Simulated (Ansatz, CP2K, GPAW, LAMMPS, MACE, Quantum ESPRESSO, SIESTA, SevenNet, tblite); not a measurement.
## Amorphous 43Bi2O3-57BaO (mol %) (99 atoms) in other programs, against a plane-wave reference

How near do other programs and methods come to a plane-wave reference for amorphous 43Bi2O3-57BaO (mol %) (99 atoms)? A plane-wave run serves as the reference.

Main program and level: Ansatz 0.2.0; Kohn-Sham DFT, PBE, PAW, plane waves.

## 1. The starting structure

The cell holds 99 atoms: 26 Bi, 17 Ba and 56 O. Cell: a = 11.487 Å, b = 11.487 Å, c = 11.487 Å, α = 90.0°, β = 90.0°, γ = 90.0°. 99 atoms (26 Gd, 17 Ba, 56 O) placed at random at 8.51 g/cm³, melted at 5000 K for 10 ps at fixed volume with the Morse and Coulomb pair potential with partial charges (Pedone, Malavasi, Menziani, Cormack and Segre, J. Phys. Chem. B 110, 11780 (2006)). Quenched from 5000 K to 300 K at 50 K/ps and fixed volume, held 5 ps, then minimised at fixed cell. Then Gd was replaced by Bi and the cell scaled by 1.02 (the potential has no terms for the new elements, so the cell is a start for a DFT relaxation).

## 2. Plane-wave reference

The PAW files are the set soft_2.

File input.yaml:

```yaml
crystal:
  lattice:
    - [11.48663, 0.0, 0.0]
    - [0.0, 11.48663, 0.0]
    - [0.0, 0.0, 11.48663]
  atoms:
    - { symbol: Bi, position: [0.01221, 0.60466, 0.5349] }
    - { symbol: Bi, position: [0.7793, 0.52771, 0.8505] }
    - { symbol: Bi, position: [0.0671, 0.86998, 0.40233] }
    - { symbol: Bi, position: [0.51627, 0.30639, 0.76565] }
    [... 89 atom lines left out ...]
    - { symbol: O, position: [0.86674, 0.13091, 0.81181] }
    - { symbol: O, position: [0.89398, 0.92331, 0.44638] }
    - { symbol: O, position: [0.50916, 0.32439, 0.20707] }
    - { symbol: O, position: [0.14061, 0.29547, 0.54925] }
    - { symbol: O, position: [0.61947, 0.12039, 0.30193] }
    - { symbol: O, position: [0.20454, 0.40105, 0.81345] }
kpoints:
  mp_grid: { grid: [1, 1, 1] }
hamiltonian:
  xc: pbe
scf:
  occupations: { method: fermi_dirac, width: 0.05 }
output:
  forces: true
  eigenvalues: true
  populations: true
  stress: true
```

Started as:

```
ansatz run input.yaml --threads 8 --pin off --max-ram 15872MiB --backend cpu --events-out ev --progress --plain --runs-dir out
```

Numbers of over 12 decimals in the logs are rounded to 6 here.

What it wrote:

```text
[...]
Pseudopotentials: kind: paw
Pseudopotential: Bi, paw, valence charge 15, recommended cutoff 420 eV (normal), Bi.paw.azcp
Pseudopotential: Ba, paw, valence charge 10, recommended cutoff 420 eV (normal), Ba.paw.azcp
Pseudopotential: O, paw, valence charge 6, recommended cutoff 420 eV (normal), O.paw.azcp
[... 5 lines on functional and potentials left out ...]
Crystal: 99 atoms, lattice volume = 1515.577 Å³
Basis set: ecut = 420 eV, 29423 PW (Γ), exchange–correlation on 160×160×160 points (8 copies of the dense FFT grid, shifted against one another)
Bands: 547, of which v1, the nominal top of the filled ones, is band 448 counted from 1 (447 counted from 0)
Symmetry: 1 space group operations
Space group: P1 (ITA 1), of the structure as read, at distance tolerance 1.1e-4 Å
k-points: 1
[... 7 lines on functional and potentials left out ...]
Initial density: superposition of atomic densities (neutral atoms: chi_scale 0, normalization atom), corrected by the library's trained network
Initial wavefunctions: pseudopotential atomic-orbital guess
[...]
SCF iter   1: F=—  HF=-455221.062438 eV  |F-HF|=—  |Δ(HF+E_count)|=         —  Δρ=4.60e-3  dr2=4.25e-1  ethr=1.77e-3  ⟨swp⟩=9.0  Hψ=2350  notcnv=0  defer=56
preconditioner: auto → Resta (q_TF=auto, 2.499 Å⁻¹)  ε∞=3.8  [insulator: Δε(μ)=1.309 eV  Ē_g=17.113 eV  σ=0.050 eV  W_gap=1.00  n_scr=388 (ndim 8)  ℏωp=28.6 eV  f_vac=0.008  D(μ)=0.00/eV (n_scr^D=0)  ε∞_Penn≈3.8]
[...]
SCF iter   7: F=—  HF=-455221.011227 eV  |F-HF|=—  |Δ(HF+E_count)|=   1.26e-6  Δρ=3.31e-6  dr2=1.90e-7  ethr=1.91e-10  ⟨swp⟩=2.0  Hψ=774  notcnv=0  defer=84
SCF iter   8: F=-455221.011227 eV  HF=-455221.011227 eV  |F-HF|=2.27e-9  |Δ(HF+E_count)|=   1.03e-7  Δρ=1.09e-6  dr2=1.90e-8  ethr=1.12e-11  ⟨swp⟩=12.0  Hψ=3083  notcnv=0
SCF 1 converged in 8 iterations: F = -455221.011227 eV  dr2 = 1.90e-8
[...]
SCF converged after 8 iterations
Free energy (F): -455221.011227 eV
Harris-Foulkes:  -455221.011227 eV  (|F-HF|=2.27e-9)
Internal energy: -455221.011213 eV  (E = F + TS)
E sigma→0 (E₀):  -455221.011220 eV
Entropy (-TS):   -0.000014 eV (-0.000 meV/atom)
Fermi energy:    13.359425 eV
--- Per-component energies (eV) ---
[...]
Σ components = -455221.011227   (vs F -455221.011227, Δ=0.00e0)
--- Forces (eV/Å), atoms counted from 1 ---
  atom   1  Bi    -0.15817062     0.64209980     0.23242028
  atom   2  Bi     0.11460855    -0.79215826     0.34464035
  atom   3  Bi    -0.56966244    -0.22551796    -0.01631424
  atom   4  Bi    -0.74547455     0.57326892    -1.04446490
[...]
atom  99  O     -0.63233766     0.34162526     0.51981728
  max |Σ_I F_I| component: 4.91e-5 eV/Å
--- Stress (GPa, compression-positive) ---
       23.258856      -0.297227      -0.939119
       -0.297227      17.556423       0.190159
       -0.939119       0.190158      22.248295
  P = ⅓ Tr σ = 21.0212 GPa (210.212 kbar)
--- Band table (eV) ---
  k-point 0: bands = ["-14.8742", "-14.7442", "-14.6173", "-14.4932", [... 531 levels ...], "18.3529", "18.3747", "18.4171", "18.4741", "18.4861", "18.5247", "18.5818", "18.6104", "18.6404", "18.6583", "18.6814", "18.7146"]
--- Löwdin populations: 99 sites ---
  site symbol       q [e]
     0     Bi     13.7185
     1     Bi     13.6977
     2     Bi     13.6288
[...]
98      O      7.0801
  spilling = 0.010788 (of n_electrons = 896.000000)
```

Elapsed: 17 s, on 8 threads of Arm Neoverse V2, shared host; peak memory 2.4 GiB; 1.9 min of CPU time.

The run gave:

```yaml
free_energy: -455221.0112 eV
free_energy_per_atom: -4598.1920 eV/atom
scf_cycles: 8
pressure: 21.02 GPa
r_m_s_force_component: 0.6986 eV/Å
longest_force: 2.338 eV/Å
fermi_energy: 13.36 eV
spacing_of_highest_filled_and_lowest_empty_level: 1.234 eV
spilling_of_the_projection: 0.01079
```

Neighbours are counted within 2.73 Å (O-Bi), 3.29 Å (O-Ba).

Length of the force by element and coordination:

```
element  coordination  atoms  mean length of the force (eV/Å)  spread  least  most
     Ba           all     17                             1.17   0.544  0.367  2.34
     Ba             6      2                             1.06  0.0623  0.994  1.12
     Ba             7      4                             1.15   0.431  0.646  1.72
     Ba             8      8                             1.19   0.689  0.367  2.34
     Ba             9      3                             1.23   0.386  0.729  1.67
     Bi           all     26                            0.875   0.357  0.192  1.69
     Bi             5      3                             1.10   0.432  0.662  1.69
     Bi             6     22                            0.837   0.340  0.192  1.44
     Bi             7      1                             1.04       0   1.04  1.04
      O           all     56                             1.21   0.455  0.402  2.16
      O             4     13                             1.16   0.459  0.402  1.95
      O             5     25                             1.29   0.406  0.572  2.16
      O             6     18                             1.13   0.497  0.410  2.08
```

Löwdin charges by element and coordination (they lack the spilled electrons, 0.098 e an atom on average):

```
element  coordination  atoms  mean charge (e)  spread  least    most
     Ba           all     17             1.80  0.0235   1.78    1.85
     Ba             6      2             1.83  0.0209   1.81    1.85
     Ba             7      4             1.80  0.0189   1.78    1.83
     Ba             8      8             1.80  0.0195   1.78    1.84
     Ba             9      3             1.80  0.0265   1.78    1.84
     Bi           all     26             1.30  0.0429   1.23    1.38
     Bi             5      3             1.29  0.0446   1.23    1.33
     Bi             6     22             1.30  0.0431   1.24    1.38
     Bi             7      1             1.27       0   1.27    1.27
      O           all     56           -0.977  0.0757  -1.16  -0.837
      O             4     13           -0.934  0.0561  -1.00  -0.837
      O             5     25           -0.966  0.0765  -1.16  -0.867
      O             6     18            -1.02  0.0619  -1.15  -0.906
```

The levels nearest the highest filled one (over half full), pooled over k-points and spins:

```
level less the highest filled one (eV)  occupation
                                -0.371           2
                                -0.323           2
                                -0.226           2
                                -0.121           2
                               -0.0599           2
                                     0           2
                                  1.23           0
                                  1.49           0
                                  1.60           0
                                  1.70           0
                                  1.81           0
                                  1.92           0
```

## 3. Structure statistics

Density 9.49 g/cm³, 15.31 Å³ an atom.

g(r), total and by pair (bins of 0.2 Å):

```
r (Å)  total   O-O  O-Bi  O-Ba  Bi-Bi  Bi-Ba  Ba-Ba
 2.10   0.50  0.00  1.68  0.00   0.00   0.00   0.00
 2.30   2.40  0.00  8.07  0.00   0.00   0.00   0.00
 2.50   0.89  0.06  1.98  1.46   0.00   0.00   0.00
 2.70   1.36  0.46  0.33  5.73   0.00   0.00   0.00
 2.90   1.36  2.12  0.25  2.81   0.21   0.15   1.01
 3.10   1.35  2.76  0.18  0.67   1.51   1.57   1.34
 3.30   1.13  1.95  0.27  0.35   2.09   1.86   1.54
 3.50   0.99  1.42  0.24  0.36   2.15   2.21   1.70
 3.70   0.88  1.01  0.33  0.32   1.44   2.80   1.53
 3.90   0.68  0.54  0.60  0.55   1.43   1.27   0.54
 4.10   0.67  0.41  0.69  0.41   1.19   1.55   1.00
 4.30   0.78  0.71  0.83  0.65   0.97   1.03   0.91
 4.50   1.02  1.13  1.21  0.45   1.50   0.81   1.23
 4.70   1.00  0.79  1.39  1.06   0.74   0.86   0.19
 4.90   1.07  0.83  1.41  1.23   0.37   1.02   0.70
 5.10   1.29  1.04  1.70  1.58   0.48   0.89   1.12
 5.30   1.17  1.10  1.25  1.61   0.44   0.63   1.31
 5.50   1.08  0.90  1.22  1.63   0.41   0.36   1.53
```

Bonds by pair of elements; cutoffs follow the first minimum of g(r), held within bounds set by covalent radii, and pairs that aren't listed don't count as bonded:

```
pair A-B  cutoff (Å)  bonds  mean length (Å)  spread (Å)  shortest (Å)  B about A  A about B
    O-Bi        2.73    154             2.32       0.106          2.13       2.75       5.92
    O-Ba        3.29    131             2.78       0.163          2.50       2.34       7.71
```

How many atoms have how many bonded neighbours:

```
element  mean   4   5   6  7  8  9
     Ba  7.71   0   0   2  4  8  3
     Bi  5.92   0   3  22  1  0  0
      O  5.09  13  25  18  0  0  0
```

## 4. What was run beside it

The programs:
- CP2K 2026.2: Gaussian basis with GTH pseudopotentials and a plane-wave density; labels give functional, basis (MOLOPT sets; SR short-range, UZH the newer set with its own potentials), grid cutoff/relative cutoff and solver (OT: orbital transformation; TRS4, TC2, SIGN: linear-scaling purification with its sparsity filter), or its built-in tight binding.
- GPAW 26.7.0: PAW with atomic orbitals (LCAO), plane waves or a real-space grid of spacing h.
- MACE: machine-learned potential, published weights.
- Quantum ESPRESSO 7.5: plane waves; labels (QE) give functional, pseudopotential set and cutoffs of waves/density.
- SIESTA 5.4.2: numerical atomic orbitals, whose automatically made sets are far from complete, with PseudoDojo norm-conserving potentials that we converted to its format (checked against plane waves on the same files for H, C, O, Si, Ge and Ca alone); labels give functional, basis size, energy shift and mesh cutoff.
- SevenNet: machine-learned potential, published weights.

All use the same cell and atoms; the electronic-structure runs use the same k-mesh, and an electronic temperature of 580 K (0.05 eV) where levels are smeared.

Differences are against the plane-wave reference, forces as r.m.s. over components; share is that over the reference's r.m.s. force, slope the least-squares factor from reference forces to these. Total energies of different programs have different zeros and aren't compared.

```
                                                         run  Δ force, r.m.s. (meV/Å)  share (%)  slope  Δ pressure (GPa)  Δ gap (eV)  cores  CPU time  memory (GiB)
                                                   reference                        -          -      -                 -           -      8   1.9 min           2.4
              CP2K PBE, DZVP-UZH, 600/50 Ry, diagonalisation                     97.4       13.9  1.070              4.84     -0.0787      4   9.8 min           8.1
CP2K PBE, SZV-MOLOPT-SR, 600/50 Ry, diagonalisation (coarse)                      706        101  1.611              24.8      -0.558      2     5 min           4.0
                                GPAW PBE, LCAO dzp, h 0.15 Å                      108       15.5  1.105                 -     -0.0374      2    18 min           4.9
                                GPAW PBE, LCAO dzp, h 0.18 Å                      109       15.7  1.102                 -     -0.0388      2    12 min           3.4
                   GPAW PBE, LCAO sz(dzp), h 0.18 Å (coarse)                      244       35.0  1.233                 -      -0.216      1   3.6 min           2.2
                  GPAW PBE, LCAO szp(dzp), h 0.18 Å (coarse)                      177       25.4  1.162                 -      -0.131      1   7.4 min           2.6
                                 MACE MP-0b2 small potential                      196       28.1  0.872             0.706           -      1     5.5 s          0.64
                                MACE MP-0b3 medium potential                      172       24.7  0.884            -0.466           -      1     7.2 s           1.0
                    QE PBE, sssp-1.3.0-efficiency, 60/480 Ry                     25.2       3.61  0.995             0.208      0.0015      4    37 min           5.4
                 SIESTA PBE, DZP, shift 0.01 Ry, mesh 500 Ry                      348       49.8  1.291              2.78       0.118      4   8.3 min           3.2
         SIESTA PBE, SZ, shift 0.01 Ry, mesh 500 Ry (coarse)                      644       92.2  1.584              11.5      -0.471      1   2.5 min           1.2
         SIESTA PBE, SZ, shift 0.02 Ry, mesh 500 Ry (coarse)                      614       87.9  1.471              1.30      -0.551      1     2 min           1.1
                                        SevenNet 0 potential                      189       27.0  0.910             -1.36           -      1     6.8 s           0.9
```

Rows marked coarse were listed beforehand as settings not expected to be converged; some can still land near the reference.

Times of the machine-learned potentials are mostly Python's start and the loading of weights.

CPU time is summed over cores on a shared host, where runs went side by side, so it is rough. Symmetry, cutoffs, thresholds, outputs and thread counts weren't matched or tuned between programs; memory under MPI is the largest rank's times the ranks.

Left out of this page: tblite GFN1-xTB (killed or ended with an error).

Runs without a result: CP2K GFN1-xTB, diagonalisation (not converged, the SCF not settling); tblite GFN2-xTB (not converged); SIESTA PBE, SZ, shift 0.02 Ry, mesh 500 Ry, order-N, radius 5.5 Å, eta -0.44 eV (stopped at the start: stopping program Stopping Program from Node:    1); CP2K PBE, SZV-MOLOPT-SR, 600/50 Ry, TRS4 filter 1e-06, SCF 1e-06 (not converged, the SCF not settling); CP2K PBE, SZV-MOLOPT-SR, 600/50 Ry, TRS4 filter 1e-04, SCF 1e-05 (not converged); CP2K PBE, SZV-MOLOPT-SR, 600/50 Ry, TRS4 filter 1e-05, SCF 1e-06 (not converged, the SCF not settling).

Mean charges by element (e), by run and scheme:

```
                                           run     scheme     Bi     Ba      O
                                     reference     Löwdin  +1.30  +1.80  -0.98
CP2K PBE, DZVP-UZH, 600/50 Ry, diagonalisation   Mulliken  +1.53  +1.12  -1.05
   SIESTA PBE, DZP, shift 0.01 Ry, mesh 500 Ry  Hirshfeld  +0.52  +0.35  -0.35
```

The reference's Löwdin charges lack the electrons that the projection spills, 0.098 e an atom on average.

Within one program, basis, potentials and functional, energies share a zero. Each run against its twin at the usual cutoff or grid and solver:

```
                         run                twin  Δ energy (meV/atom)  Δ force, r.m.s. (meV/Å)  CPU time over the twin's
GPAW PBE, LCAO dzp, h 0.15 Å  LCAO dzp, h 0.18 Å                -46.6                     18.7                       1.5
```

## 5. Outcome

* reference r.m.s. force component: 0.699 eV/Å
* nearest in forces: QE PBE, sssp-1.3.0-efficiency, 60/480 Ry, 3.6 %
* farthest in forces: CP2K PBE, SZV-MOLOPT-SR, 600/50 Ry, diagonalisation (coarse), 101 %
* cheapest electronic-structure run beside the reference: SIESTA PBE, SZ, shift 0.02 Ry, mesh 500 Ry, 2 min of CPU time

PBE on plane waves or a grid with other potentials, cutoffs or grids, coarse settings apart, differs from the reference by 3.6 % (QE PBE, sssp-1.3.0-efficiency, 60/480 Ry) of the r.m.s. force; this holds the reference's own error, so differences of a few per cent don't tell which side is nearer the exact PBE result (QE's 60 Ry are 816 eV, against the reference's 420 eV). The PBE runs in local orbitals, coarse settings apart, differ by 14 % (CP2K PBE, DZVP-UZH, 600/50 Ry, diagonalisation) to 50 % (SIESTA PBE, DZP, shift 0.01 Ry, mesh 500 Ry); basis, grid and potentials can all enter. Machine-learned potentials differ by 25 % (MACE MP-0b3 medium potential) to 28 % (MACE MP-0b2 small potential); they were trained on other programs' data. Runs with settings chosen to be coarse differ by 25 % (GPAW PBE, LCAO szp(dzp), h 0.18 Å) to 101 % (CP2K PBE, SZV-MOLOPT-SR, 600/50 Ry, diagonalisation), their programs' other errors included. None of the electronic-structure runs in the table takes under half the reference's CPU time of 1.9 min; they take 1.0 to 19 times as much. GPAW PBE, LCAO sz(dzp), h 0.18 Å stiffens the forces by a factor of 1.23 while following their directions (correlation 0.978); the slopes of the 4 GPAW runs lie between 1.10 and 1.23. At the same functional, gaps differ from the reference's 1.23 eV by between -0.56 and +0.12 eV. In pressure, CP2K PBE, SZV-MOLOPT-SR, 600/50 Ry, diagonalisation misses by +24.8 GPa, at the same functional. Charges hang on scheme and program or settings: among these rows the mean for Ba runs from +0.35 to +1.80 e. In the reference: filled and empty levels are parted by 1.23 eV (at Γ alone); a semilocal functional narrows such gaps, while the missing spin–orbit coupling widens them for these heavy elements, so the errors pull opposite ways. In a disordered cell it changes from sample to sample, and tail or defect levels can set it. In the reference: mean Löwdin charges: Ba +1.80, Bi +1.30, O -0.98 e (they miss 1.1 % of the electrons, so they add up to more than the cell's charge). The potentials hold different valence shells: 896 electrons in the reference, 636 in CP2K with SZV-MOLOPT-SR; this bears on time and differences. Machine-learned potentials mimic data converged in k, so the reference's own k-point error enters their differences. The quench rate of 50 K/ps is many orders above laboratory rates, so the cell is likely richer in defects and strain than a real sample. The network of bonds at the start is that of the classical potential that made the cell, and needn't be the one that DFT or experiment would give. The reference's stress is far from hydrostatic: its diagonal is 23.3, 17.6, 22.2 GPa, compression counted positive. The reference's pressure of 21 GPa belongs to a cell and atoms that aren't relaxed at this level. The electronic-structure runs sample only Γ, in a cell whose shortest periodic width is 11 Å. Spin–orbit coupling is left out, which matters for the levels of the heavy elements.

[Also dropped from logs without a mark: logging warnings of Python, and SIESTA's first energy breakdown and zero terms.]

[Logs are printed without paths, hosts, clocks, repeated set-up lines and the standing remarks that a program may print on its own settings, such as how far it seeks lower states.]

[Hosts, paths, dates, database ids (printed as entryN), source tags and the programs' standing remarks are cut or masked in the printed files.]
